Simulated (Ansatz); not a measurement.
**Mn3GeC (Pm-3m): relaxing the cell for a phonon run**

Aim: bring Mn3GeC (Pm-3m) to small forces and stress, as phonons need.

Program: Ansatz 0.2.0. Level of theory: DFT PBEsol, scalar-relativistic, plane waves, PAW; PAW set soft_1. Results are calculated unless marked as measured.

This is a report of a sequence of runs, with most program output left out.

In doubt: warnings of the run leave room for a lower electronic state (steps 4, 5), so energies may not be the lowest and differences between runs may mislead.

## Step 1: The structure

Symmetry: Pm-3m, No. 221, cubic system. Conventional cell: a = 3.793 Å, b = 3.793 Å, c = 3.793 Å, α = 90.00°, β = 90.00°, γ = 90.00°. Nearest to Mn lie 2 C at 1.90 Å and 8 Mn at 2.68 Å and 4 Ge at 2.68 Å. Nearest to Ge lie 12 Mn at 2.68 Å. Nearest to C lie 6 Mn at 1.90 Å. Farther neighbours are not listed.

## Step 2: A magnetic order at the starting cell, 5 atoms

Phonons depend on the magnetic state, so simple orders are compared first, at the starting cell. This run starts ferromagnetic.

Input file input.yaml:

```yaml
crystal:
  lattice:
    - [3.793362, 0.0, 0.0]
    - [0.0, 3.793362, 0.0]
    - [0.0, 0.0, 3.793362]
  atoms:
    - { symbol: Mn, position: [0.5, 0.0, 0.5], spin: 4.0 }
    - { symbol: Mn, position: [0.0, 0.5, 0.5], spin: 4.0 }
    - { symbol: Mn, position: [0.5, 0.5, 0.0], spin: 4.0 }
    - { symbol: Ge, position: [0.0, 0.0, 0.0] }
    - { symbol: C, position: [0.5, 0.5, 0.5] }
kpoints:
  mp_grid: { grid: [8, 8, 8] }
hamiltonian:
  xc: pbesol
  pseudopotentials: { kind: paw, azcp: { folder: soft_1 }, xc_functional: pbe }
scf:
  occupations: { method: gaussian, width: 0.05 }
  max_iter: 100
output:
  forces: true
  stress: true
  eigenvalues: true
  populations: true
magnetization:
  spin_polarized: true
```

Command:

```sh
> ansatz run input.yaml --threads 4 --pin off --max-ram 10240MiB --backend cpu --events-out ev --progress --plain --runs-dir out
```

Elapsed: 5.3 s, on 4 threads of Arm Neoverse V2, shared host; peak memory 0.49 GiB.

Numbers from this step:

```yaml
magnetization: 2.847 μB
absolute_magnetization: 3.300 μB
site_moments: 0.8769, 0.8769, 0.8769, -0.08822, -0.08854 μB
pressure: -9.314 GPa
volume_per_atom: 10.92 Å³
gap_on_the_k_mesh: 0 eV
```

The cell carries a net spin moment of 2.85 μB and an absolute one of 3.30 μB.

## Step 3: A magnetic order at the starting cell, 10 atoms

Phonons depend on the magnetic state, so simple orders are compared first, at the starting cell. This run starts antiferromagnetic, q = (0.5, 0.5, 0.5).

System of this step: Mn3GeC (Pm-3m). Symmetry: Pm-3m, No. 221, cubic system. Conventional cell: a = 3.793 Å, b = 3.793 Å, c = 3.793 Å, α = 90.00°, β = 90.00°, γ = 90.00°. Mn has 2 C at 1.90 Å and 4 Ge at 2.68 Å and 8 Mn at 2.68 Å nearest. Nearest to Ge lie 12 Mn at 2.68 Å. C has 6 Mn at 1.90 Å nearest. Farther neighbours are not listed.

input.yaml, the sections that differ from step 2:

```yaml
crystal:
  lattice:
    - [3.793362, 3.793362, 0.0]
    - [3.793362, 0.0, 3.793362]
    - [3.793362, 0.0, -3.793362]
  atoms:
    - { symbol: Mn, position: [0.0, 0.5, 0.0], spin: 4.0 }
    - { symbol: Mn, position: [0.0, 0.0, 0.5], spin: -4.0 }
    - { symbol: Mn, position: [0.5, 0.0, 0.5], spin: 4.0 }
    - { symbol: Mn, position: [0.5, 0.5, 0.0], spin: -4.0 }
    - { symbol: Mn, position: [0.5, 0.0, 0.0], spin: 4.0 }
    - { symbol: Mn, position: [0.5, 0.5, 0.5], spin: -4.0 }
    - { symbol: Ge, position: [0.0, 0.0, 0.0] }
    - { symbol: Ge, position: [0.0, 0.5, 0.5] }
    - { symbol: C, position: [0.5, 0.25, 0.75] }
    - { symbol: C, position: [0.5, 0.75, 0.25] }
# kpoints, hamiltonian, scf, output, magnetization: as in step 2
```

It took 32 s on 4 threads; peak memory 1.2 GiB.

This step gave:

```
absolute magnetization : 8.153 μB
pressure               : -6.762 GPa
```

The cell carries a net spin moment of 0.00 μB and an absolute one of 8.15 μB, so the moments cancel.

## Step 4: A magnetic order at the starting cell, 10 atoms (run 2)

Phonons depend on the magnetic state, so simple orders are compared first, at the starting cell. This run starts antiferromagnetic, q = (0, 0, 0.5).

input.yaml, the sections that differ from step 3:

```yaml
crystal:
  lattice:
    - [3.793362, 0.0, 0.0]
    - [0.0, 3.793362, 0.0]
    - [0.0, 0.0, 7.586724]
  atoms:
    - { symbol: Mn, position: [0.5, 0.0, 0.25], spin: 4.0 }
    - { symbol: Mn, position: [0.5, 0.0, 0.75], spin: -4.0 }
    - { symbol: Mn, position: [0.0, 0.5, 0.25], spin: 4.0 }
    - { symbol: Mn, position: [0.0, 0.5, 0.75], spin: -4.0 }
    - { symbol: Mn, position: [0.5, 0.5, 0.0], spin: 4.0 }
    - { symbol: Mn, position: [0.5, 0.5, 0.5], spin: -4.0 }
    - { symbol: Ge, position: [0.0, 0.0, 0.0] }
    - { symbol: Ge, position: [0.0, 0.0, 0.5] }
    - { symbol: C, position: [0.5, 0.5, 0.25] }
    - { symbol: C, position: [0.5, 0.5, 0.75] }
kpoints:
  mp_grid: { grid: [8, 8, 4] }
# hamiltonian, scf, output, magnetization: as in step 3
```

It took 33 s on 4 threads; peak memory 0.89 GiB; 2.1 min of CPU time.

The cell carries a net spin moment of 0.00 μB and an absolute one of 7.53 μB, so the moments cancel.

## Step 5: A magnetic order at the starting cell, 10 atoms (run 3)

Phonons depend on the magnetic state, so simple orders are compared first, at the starting cell. This run starts antiferromagnetic, q = (0.5, 0.5, 0).

input.yaml, the sections that differ from step 4:

```yaml
crystal:
  lattice:
    - [0.0, 0.0, -3.793362]
    - [-3.793362, -3.793362, 0.0]
    - [-3.793362, 3.793362, 0.0]
  atoms:
    - { symbol: Mn, position: [0.5, 0.25, 0.25], spin: -4.0 }
    - { symbol: Mn, position: [0.5, 0.75, 0.75], spin: 4.0 }
    - { symbol: Mn, position: [0.5, 0.25, 0.75], spin: -4.0 }
    - { symbol: Mn, position: [0.5, 0.75, 0.25], spin: 4.0 }
    - { symbol: Mn, position: [0.0, 0.0, 0.5], spin: -4.0 }
    - { symbol: Mn, position: [0.0, 0.5, 0.0], spin: 4.0 }
    - { symbol: Ge, position: [0.0, 0.5, 0.5] }
    - { symbol: Ge, position: [0.0, 0.0, 0.0] }
    - { symbol: C, position: [0.5, 0.0, 0.5] }
    - { symbol: C, position: [0.5, 0.5, 0.0] }
kpoints:
  mp_grid: { grid: [8, 6, 6] }
# hamiltonian, scf, output, magnetization: as in step 4
```

It took 60 s on 4 threads; peak memory 1.2 GiB; 3.9 min of CPU time.

The cell carries a net spin moment of 0.00 μB and an absolute one of 8.18 μB, so the moments cancel.

## Step 6: The orders compared

An antiferromagnetic start is carried into the relaxation if it ends more than 3 meV per atom below the ferromagnetic start.

This step gave:

| Item | Value |
| --- | --- |
| start carried on | ferromagnetic |

Orders, by row:

| starting order | atoms | energy from the first start (meV/atom) | largest moment (μB) | gap on mesh (eV) | net moment of the cell (μB) | order kept |
| --- | --- | --- | --- | --- | --- | --- |
| ferromagnetic | 5 | 0 | 0.88 | 0 | 2.85 | yes |
| antiferromagnetic, q = (0.5, 0.5, 0.5) | 10 | 3 | 1.11 | 0 | 0 | yes |
| antiferromagnetic, q = (0, 0, 0.5) | 10 | 16.4 | 1.11 | 0 | 0 | yes |
| antiferromagnetic, q = (0.5, 0.5, 0) | 10 | 19 | 1.33 | 0 | 0 | yes |

The start carried on is the ferromagnetic one.

## Step 7: A coarse first look

First a cheap look: the gap decides the mesh and the occupations, the pressure tells how far the cell has to move.

System of this step: Mn3GeC (Pm-3m). It takes space group Pm-3m (No. 221, cubic). The conventional cell has a = 3.793 Å, b = 3.793 Å, c = 3.793 Å, α = 90.00°, β = 90.00°, γ = 90.00°. Nearest to Mn lie 2 C at 1.90 Å and 8 Mn at 2.68 Å and 4 Ge at 2.68 Å. Ge has 12 Mn at 2.68 Å nearest. Nearest to C lie 6 Mn at 1.90 Å. Farther neighbours are not listed.

input.yaml, the sections that differ from step 5:

```yaml
crystal:
  lattice:
    - [3.793362, 0.0, 0.0]
    - [0.0, 3.793362, 0.0]
    - [0.0, 0.0, 3.793362]
  atoms:
    - { symbol: Mn, position: [0.5, 0.0, 0.5], spin: 4.0 }
    - { symbol: Mn, position: [0.0, 0.5, 0.5], spin: 4.0 }
    - { symbol: Mn, position: [0.5, 0.5, 0.0], spin: 4.0 }
    - { symbol: Ge, position: [0.0, 0.0, 0.0] }
    - { symbol: C, position: [0.5, 0.5, 0.5] }
kpoints:
  mp_grid: { grid: [6, 6, 6] }
scf:
  occupations: { method: gaussian, width: 0.1 }
  lower_state_search: "off"
# hamiltonian, output, magnetization: as in step 5
```

It took 2.7 s on 4 threads; peak memory 0.38 GiB; 9.7 s of CPU time.

This step gave:

- magnetization: 2.908 μB
- absolute magnetization: 3.363 μB
- site moments: 0.8944, 0.8944, 0.8944, -0.08839, -0.08944 μB
- pressure: -9.150 GPa

The coarse mesh shows no gap and a pressure of -9.1 GPa.

## Step 8: Rough relaxation

A rough relaxation comes first, because large forces or stress need no tight tolerances yet.

input.yaml, the sections that differ from step 7:

```yaml
crystal:
  lattice:
    - [3.793362, 0.0, 0.0]
    - [0.0, 3.793362, 0.0]
    - [0.0, 0.0, 3.793362]
  atoms:
    - { symbol: Mn, position: [0.5, 0.0, 0.5], spin: 0.98 }
    - { symbol: Mn, position: [0.0, 0.5, 0.5], spin: 0.98 }
    - { symbol: Mn, position: [0.5, 0.5, 0.0], spin: 0.98 }
    - { symbol: Ge, position: [0.0, 0.0, 0.0] }
    - { symbol: C, position: [0.5, 0.5, 0.5] }
scf:
  occupations: { method: gaussian, width: 0.1 }
relax:
  adjacent_minimum: "off"
  f_tol: 0.05
  max_steps: 80
  cell: { stress_tol: 0.5 }
# kpoints, hamiltonian, output, magnetization: as in step 7
```

The job ended after 7.8 s (4 threads; peak memory 0.41 GiB).

The steps of the relaxation:

| step | energy less that of the first step (eV) | largest force component (eV/Å) | pressure (GPa) | volume (Å³) |
| --- | --- | --- | --- | --- |
| 1 | 0.0000 | 0.0000 | -9.15 | 54.58 |
| 2 | -0.0575 | 0.0000 | -3.64 | 53.23 |
| 3 | -0.0681 | 0.0000 | 0.40 | 52.36 |
| 4* | -0.0642 | 0.0000 | 0.34 | 52.36 |

Relaxation steps marked * repeat the geometry before them on a plane-wave basis chosen anew for their cell, so energy and pressure can jump there.

Forces are held to the 48 operations that the run works with; a distortion that breaks them can't arise in this run.

| conventional cell, symmetrised | before | after | change |
| --- | --- | --- | --- |
| a (Å) | 3.793 | 3.741 | -1.4 % |
| b (Å) | 3.793 | 3.741 | -1.4 % |
| c (Å) | 3.793 | 3.741 | -1.4 % |
| volume (Å³/atom) | 10.92 | 10.47 | -4.1 % |

Final coordinates:

```xyz
5
Lattice="3.7412 0.0000 0.0000 0.0000 3.7412 0.0000 0.0000 0.0000 3.7412" Properties=species:S:1:pos:R:3 pbc="T T T"
Mn    1.8706    0.0000    1.8706
Mn    0.0000    1.8706    1.8706
Mn    1.8706    1.8706    0.0000
Ge    0.0000    0.0000    0.0000
C     1.8706    1.8706    1.8706
```

This step gave:

```yaml
magnetization: 2.642 μB
absolute_magnetization: 3.022 μB
site_moments: 0.8008, 0.8008, 0.8008, -0.07425, -0.07635 μB
pressure: 0.3436 GPa
volume_per_atom: 10.47 Å³
```

In this step the volume went from 10.92 to 10.47 Å³/atom.

## Step 9: Bringing the structure to rest

Harmonic phonons are second derivatives at a point where the forces vanish, and they are wanted at zero stress, so atoms and cell are relaxed first.

input.yaml, the sections that differ from step 8:

```yaml
crystal:
  lattice:
    - [3.741212053, 0.0, 0.0]
    - [0.0, 3.741212053, 0.0]
    - [0.0, 0.0, 3.741212053]
  atoms:
    - { symbol: Mn, position: [0.5, 0.0, 0.5], spin: 0.88 }
    - { symbol: Mn, position: [0.0, 0.5, 0.5], spin: 0.88 }
    - { symbol: Mn, position: [0.5, 0.5, 0.0], spin: 0.88 }
    - { symbol: Ge, position: [0.0, 0.0, 0.0] }
    - { symbol: C, position: [0.5, 0.5, 0.5] }
kpoints:
  mp_grid: { grid: [10, 10, 10] }
output:
  forces: true
  stress: true
  eigenvalues: true
  populations: true
  write_density: true
  write_potential: true
  elf: true
  volumetric_format: npy
relax:
  adjacent_minimum: "off"
  f_tol: 0.005
  max_steps: 80
  cell: { stress_tol: 0.05 }
# hamiltonian, scf, magnetization: as in step 8
```

The job ended after 19 s (4 threads; peak memory 0.52 GiB).

Little changed from the start: no atom moved by 0.005 Å and no cell edge by 0.1 %.

This step gave:

```
magnetization          : 2.729 μB
absolute magnetization : 3.129 μB
site moments           : 0.8287, 0.8287, 0.8287, -0.07812, -0.08013 μB
pressure               : 0.004982 GPa
volume per atom        : 10.49 Å³
```

Spin density in the ac plane at fractional y = 0.500, with atoms of Mn and C within 0.2 Å of it.

Ten even steps from '_' (-0.1 e/Å³) to '@' (1.8 e/Å³), each cell a mean:
```
__________..++**==..________
____________......__________
____________________________
____________________________
::..______________________..
**--____________________..==
@@++..__________________..**
##==..__________________..++
::..______________________..
____________________________
____________________________
____________....____________
__________..==++--..________
__________::##@@**::________
```
Columns run along a (3.7 Å), rows up along c (3.7 Å). Atoms in or near the plane, at fractional coordinates: Mn at (0.00, 0.50), Mn at (0.50, 0.00), C at (0.50, 0.50).

Electrostatic potential energy in the ac plane at fractional y = 0.500, with atoms of Mn and C within 0.2 Å of it. With pseudopotentials it is smooth inside the atoms' cores, unlike the true potential.

Values in eV, 14 rows by 14 columns, each cell a mean:
```
 20  20  18  13  -5 -34 -55 -60 -51 -27   0  16  19  20
 19  19  18  15   5 -17 -36 -41 -32 -11   8  17  19  19
 15  16  17  16  13   4  -8 -12  -5   7  14  17  17  16
 -3   2  10  15  16  13   8   6  10  14  16  14   8   0
-32 -24  -6  11  14   8  -5  -9  -1  11  14   7 -11 -27
-56 -48 -25   2   9  -7 -29 -35 -24  -1  10  -5 -32 -51
-63 -57 -34  -3   5 -17 -41 -48 -35  -9   6 -12 -41 -60
-60 -52 -30   0   7 -11 -35 -41 -29  -5   8  -8 -36 -55
-40 -31 -12   9  13   5 -11 -17  -7   8  13   4 -17 -34
 -9  -3   7  15  16  13   7   5   9  14  16  13   5  -5
 12  13  16  16  15   9   0  -3   2  11  15  16  15  13
 18  18  18  16   7 -12 -30 -34 -25  -6  10  17  18  18
 20  20  18  13  -3 -31 -52 -57 -48 -24   2  16  19  20
 20  20  18  12  -9 -40 -60 -63 -56 -32  -3  15  19  20
```
Columns run along a (3.7 Å; values clipped at the 3rd and 97th percentile), rows up along c (3.7 Å). Atoms in or near the plane, at fractional coordinates: Mn at (0.00, 0.50), Mn at (0.50, 0.00), C at (0.50, 0.50).

ELF in the ac plane at fractional y = 0.500, with atoms of Mn and C within 0.2 Å of it. It is the smooth field of the valence electrons, not physical close to the nuclei.

Ten even steps from '_' (0.05) to '@' (0.77), each cell a mean:
```
::::::..::++%%@@##==::::::::
::::--::::--++**++::..::--::
..::----::::----::::::--::::
::::..--==++++**++++==::..::
++==::::**%%%%%%@@%%++::::==
%%##==::**%%++==**@@++::++##
@@%%++--##%%::__==%%**--**@@
@@##==--**%%==::++%%++--++%%
**++::::**@@%%%%%%%%++::--++
--::..::++****##****==::::::
....::--::::----::::----::..
::::--::..::==++==::..----::
::::::..::++##%%##==::::::::
::::::..--**@@@@%%++::..::::
```
Columns run along a (3.7 Å), rows up along c (3.7 Å). Atoms in or near the plane, at fractional coordinates: Mn at (0.00, 0.50), Mn at (0.50, 0.00), C at (0.50, 0.50).

In this step the volume went from 10.47 to 10.49 Å³/atom.

## Step 10: Relaxing to small forces for the phonons

Phonons need a cell at rest on their own settings, so the relaxation is repeated with tight tolerances on forces and stress, using the mesh and the filling of the phonon run that follows.

Input file input.yaml:

```yaml
crystal:
  lattice:
    - [3.743542726, 0.0, 0.0]
    - [0.0, 3.743542726, 0.0]
    - [0.0, 0.0, 3.743542726]
  atoms:
    - { symbol: Mn, position: [0.5, 0.0, 0.5], spin: 0.91 }
    - { symbol: Mn, position: [0.0, 0.5, 0.5], spin: 0.91 }
    - { symbol: Mn, position: [0.5, 0.5, 0.0], spin: 0.91 }
    - { symbol: Ge, position: [0.0, 0.0, 0.0] }
    - { symbol: C, position: [0.5, 0.5, 0.5] }
kpoints:
  mp_grid: { grid: [12, 12, 12] }
hamiltonian:
  xc: pbesol
  pseudopotentials: { kind: paw, azcp: { folder: soft_1 }, xc_functional: pbe }
scf:
  occupations: { method: gaussian, width: 0.15 }
output:
  forces: true
  stress: true
  eigenvalues: true
  populations: true
magnetization:
  spin_polarized: true
relax:
  adjacent_minimum: "off"
  f_tol: 0.001
  max_steps: 60
  cell: { stress_tol: 0.01 }
```

Elapsed: 25 s, on 4 threads; peak memory 0.58 GiB; 96 s of CPU time.

Little changed from the start: no atom moved by 0.005 Å and no cell edge by 0.1 %.

This step gave:

```
magnetization          : 2.761 μB
absolute magnetization : 3.162 μB
site moments           : 0.8377, 0.8377, 0.8377, -0.07797, -0.08055 μB
pressure               : 0.001474 GPa
volume per atom        : 10.50 Å³
```

The forces vanish by symmetry and the pressure is 0.001 GPa, within the tolerances set. The cell now holds 10.50 Å³/atom.

## Step 11: Outcome

| Quantity | Value |
| --- | --- |
| space group after relaxation (within 0.01 Å) | Pm-3m |
| lattice constant a | 3.744 Å |
| lattice constant b | 3.744 Å |
| lattice constant c | 3.744 Å |
| volume per atom | 10.5 Å³ |

In words: The forces vanish by symmetry and the pressure is 0.001 GPa, within the tolerances set. The cell now holds 10.50 Å³/atom. The relaxation keeps the symmetry of its start, so it says nothing on stability against lower symmetry. The magnetic state is the one that the run reached from its starting moments; a lower one was not ruled out. The PAW files were made for PBE and serve the other functionals too.

[Logs are printed without paths, hosts, clocks, repeated set-up lines and the standing remarks that a program may print on its own settings, such as how far it seeks lower states.]

[Hosts, paths, dates, database ids (printed as entryN), source tags and the programs' standing remarks are cut or masked in the printed files.]
